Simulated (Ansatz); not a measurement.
# What TiPbSO2 (built on the sites of a database entry of TiPbO3) distorts into, part 2 of 2

Aim: this structure of TiPbSO2 (built on the sites of a database entry of TiPbO3) is to be tested for unstable modes, and one is followed downhill.

Ansatz 0.2.0; DFT PBEsol+D3(BJ), scalar-relativistic, plane waves, PAW.

So far. Step 5 (Energy along the mode, all amplitudes (two of the runs …): The lowest of the steps tried is at 0.08 Å, 5.37 meV/atom below the parent; the bottom of the well need not coincide with a step. Step 7 (The new phase in its own primitive cell): The largest force component left is 0.38 meV/Å and the pressure is 0.002 GPa, within the tolerances set. The cell now holds 15.18 Å³/atom. The relaxed cell has a, b, c = 3.783, 4.817, 4.166 Å (conventional setting).

The structure was built from a prototype and need not be the compound's stable phase.

**8. Modes of the new phase, k-mesh 8×6×8, occupations fixed**

A relaxed structure may still be a saddle point, so its zone-centre modes are computed. The response to a homogeneous field gives the Born charges and the dielectric tensor.

The input, input.yaml:

```yaml
crystal:
  lattice:
    - [3.7826030045, 0.0, 0.0]
    - [0.0, 4.8166331648, 0.0]
    - [0.0, 0.0, 4.1657614591]
  atoms:
    - { symbol: Ti, position: [0.5, 0.5, 0.4534799204] }
    - { symbol: Pb, position: [0.0, 0.0, 0.9888745545] }
    - { symbol: O, position: [0.5, 0.5, 0.034047424] }
    - { symbol: O, position: [0.0, 0.5, 0.5336005879] }
    - { symbol: S, position: [0.5, 0.0, 0.51514328] }
kpoints:
  mp_grid: { grid: [8, 6, 8] }
hamiltonian:
  xc: pbesol
  dispersion: d3bj
scf:
  occupations: { method: fixed }
output:
  eigenvalues: true
phonons:
  method: dfpt
  dielectric: true
  rigid_motions: translations
```

Run with:

```console
ansatz run input.yaml --threads 8 --pin off --max-ram 14336MiB --backend cpu --events-out ev --progress --plain --runs-dir out
```

The job ended after 2 min (8 threads of Arm Neoverse V2, shared host; peak memory 2.2 GiB).

This step gave:

| Quantity | Value |
| --- | --- |
| sum-rule residual before enforcement | 1.03e-4 eV/Å² |
| miss of the charge sum rule | 0.003042 e |
| estimated error of the dielectric tensor | 0.07047 |
| estimated error of the Born charges | 0.08237 e |
| point group | mm2 |
| highest optical mode at the zone centre (no LO-TO term) | 666.2 cm⁻¹ |
| lowest optical zone-centre mode | -96.61 cm⁻¹ |
| mean high-frequency dielectric constant | 11.62 |
| largest Born charge (third of the trace) | 5.702 e |
| top of the zone-centre spectrum with the field | 724.4 cm⁻¹ |

Patterns of degenerate modes are one choice out of their space. Modes at Γ, with each element's share of the kinetic energy (negative means imaginary):

| mode | frequency (cm⁻¹) | symmetry | Ti % | Pb % | O % | S % |
| --- | --- | --- | --- | --- | --- | --- |
| 1 | -96.6 | B2 | 16 | 34 | 32 | 18 |
| 2 | 0.0 | acoustic | 15 | 65 | 10 | 10 |
| 3 | 0.0 | acoustic | 15 | 65 | 10 | 10 |
| 4 | 0.0 | acoustic | 15 | 65 | 10 | 10 |
| 5 | 26.8 | B1 | 57 | 21 | 19 | 3 |
| 6 | 59.6 | A1 | 35 | 27 | 38 | 0 |
| 7 | 118.2 | B2 | 0 | 0 | 99 | 1 |
| 8 | 148.0 | B1 | 10 | 11 | 25 | 54 |
| 9 | 195.0 | A1 | 1 | 8 | 2 | 89 |
| 10 | 242.9 | B1 | 17 | 3 | 51 | 29 |
| 11 | 261.8 | B2 | 54 | 1 | 44 | 0 |
| 12 | 324.5 | A1 | 31 | 0 | 68 | 1 |
| 13 | 370.9 | B2 | 15 | 0 | 15 | 70 |
| 14 | 408.9 | B1 | 1 | 0 | 95 | 4 |
| 15 | 666.2 | A1 | 18 | 0 | 81 | 0 |

Displacements in mode 1 (-96.6 cm⁻¹), the largest set to 1:
```
Ti1  0.00 -0.55  0.00
Pb2  0.00  0.38  0.00
O3   0.00 -1.00  0.00
O4   0.00 -0.88  0.00
S5   0.00 -0.72  0.00
```

Displacements in mode 7 (118.2 cm⁻¹), the largest set to 1:
```
Ti1  0.00  0.02  0.00
Pb2  0.00  0.01  0.00
O3   0.00  1.00  0.00
O4   0.00 -0.95  0.00
S5   0.00 -0.11  0.00
```

Optical modes at the zone centre, without and with the macroscopic field of the longitudinal modes; each column is sorted by frequency, so a row need not hold one and the same mode. Modes with and without the field, by row:

| rank among optical modes | no field (cm⁻¹) | q along (1, 0, 0) (cm⁻¹) | q along (0, 1, 0) (cm⁻¹) | q along (0, 0, 1) (cm⁻¹) |
| --- | --- | --- | --- | --- |
| 1 | -96.6 | -96.6 | -31.2 | -96.6 |
| 2 | 26.8 | 33.5 | 26.8 | 26.8 |
| 3 | 59.6 | 59.6 | 59.6 | 82.4 |
| 4 | 118.2 | 118.2 | 120.1 | 118.2 |
| 5 | 148 | 195 | 148 | 148 |
| 6 | 195 | 226.7 | 195 | 242.9 |
| 7 | 242.9 | 261.8 | 242.9 | 249.6 |
| 8 | 261.8 | 309.2 | 324.5 | 261.8 |
| 9 | 324.5 | 324.5 | 341.8 | 347.8 |
| 10 | 370.9 | 370.9 | 408.9 | 370.9 |
| 11 | 408.9 | 576.7 | 456.8 | 408.9 |
| 12 | 666.2 | 666.2 | 666.2 | 724.4 |

Born charge (rows field, columns displacement) (e), principal values of the symmetric part by kind of site:

```
atom  atoms with these values    low  middle   high   mean
 Ti1                        1   4.38    5.33   7.40   5.70
 Pb2                        1   2.72    4.67   5.62   4.33
  O3                        1  -4.43   -2.17  -1.46  -2.69
  O4                        1  -7.08   -2.37  -1.35  -3.60
  S5                        1  -4.21   -3.52  -3.51  -3.75
```

In full for Pb2:

```
4.67 0.00 0.00
0.00 2.72 0.00
0.00 0.00 5.62
```

High-frequency dielectric tensor:

```
13.70  0.00  0.00
 0.00  8.39  0.00
 0.00  0.00 12.78
```

Transverse modes; imaginary modes are left out. Lines of the infrared spectrum (strongest = 100):

```
position (cm⁻¹)  label  relative intensity
             27     B1                 2.5
             60     A1                 5.7
            118     B2                 0.4
            148     B1                 100
            195     A1                  25
            243     B1                  15
            262     B2                  43
            324     A1                 9.1
            371     B2                  10
            409     B1                  71
            666     A1                  55
```

Before it was imposed, the acoustic sum rule was missed by 1.0e-4 eV/Å² and the charge sum rule by 0.0030 e. Small misses are needed for a sound result but don't prove that mesh and cutoff are converged. The lowest optical mode is imaginary, 96.6i cm⁻¹, so the energy falls along it.

The log warns of the k mesh: “the force constants stand on the 8×6×8 k-mesh, whose period is 8.70 times the interband length at k = (-0.5000, 0.0000, 0.0000), direct gap 0.912 eV, under 14: take them and everything formed from them as unconverged”.

**9. Summary of results**

* unstable mode of the parent: q = (0, 0, 0), 265i cm⁻¹
* depth at the lowest point sampled: 5.37 meV/atom
* largest atomic shift at that point: 0.08 Å
* space group reached (within 0.01 Å): Pmm2
* energy gained over the parent (first relaxation, on the mesh of the frozen mode): 18.0 meV/atom
* volume per atom, phase reached: 15.2 Å³
* gap on the k-mesh, phase reached: 0.495 eV
* lowest optical zone-centre mode, phase reached: -96.6 cm⁻¹
* highest optical mode at the zone centre (no LO-TO term), phase reached: 666 cm⁻¹

What this shows: Along this mode the structure falls into Pmm2, 18.0 meV/atom below the parent. At the parent's cell the well is 5.365 meV/atom deep on the steps tried, with its lowest point at a shift of 0.08 Å. Relaxing atoms and cell changes the gain by +12.61 meV/atom against the lowest step (energies at zero smearing). Most of the total comes from this relaxation. The new phase still has an imaginary mode at the zone centre of its cell, so it is a saddle point on the way to a lower structure. Of the 6 patterns followed to their end from this parent, this one reaches the lowest energy. Another end point lies within 1 meV/atom; how such a difference moves with mesh and cutoff was not tested. Each path keeps the symmetry of its pattern, so a lower phase may lie along a pattern not tried. With the field response the log warns that the k mesh is coarse for the force constants too, so the frequencies may not be converged. The q mesh stands for a supercell only 7.8 Å across, so branches between the solved wavevectors are rough. With no gap, or one that is small against the smearing, the frequencies hang on the k mesh and the smearing, most of all near Kohn anomalies. A semilocal functional can close a gap that the real compound would have, so the metallic treatment may be an artefact of the level. Spin-orbit coupling is left out, which can matter for the heavy elements here. In the phonons the program treats the change of the C6 weights of the dispersion term with coordination only in part. The starting cell was built on a prototype and not taken from a measurement, so the phase need not exist.

[Logs are printed without paths, hosts, clocks, repeated set-up lines and the standing remarks that a program may print on its own settings, such as how far it seeks lower states.]

[Hosts, paths, dates, database ids (printed as entryN), source tags and the programs' standing remarks are cut or masked in the printed files.]
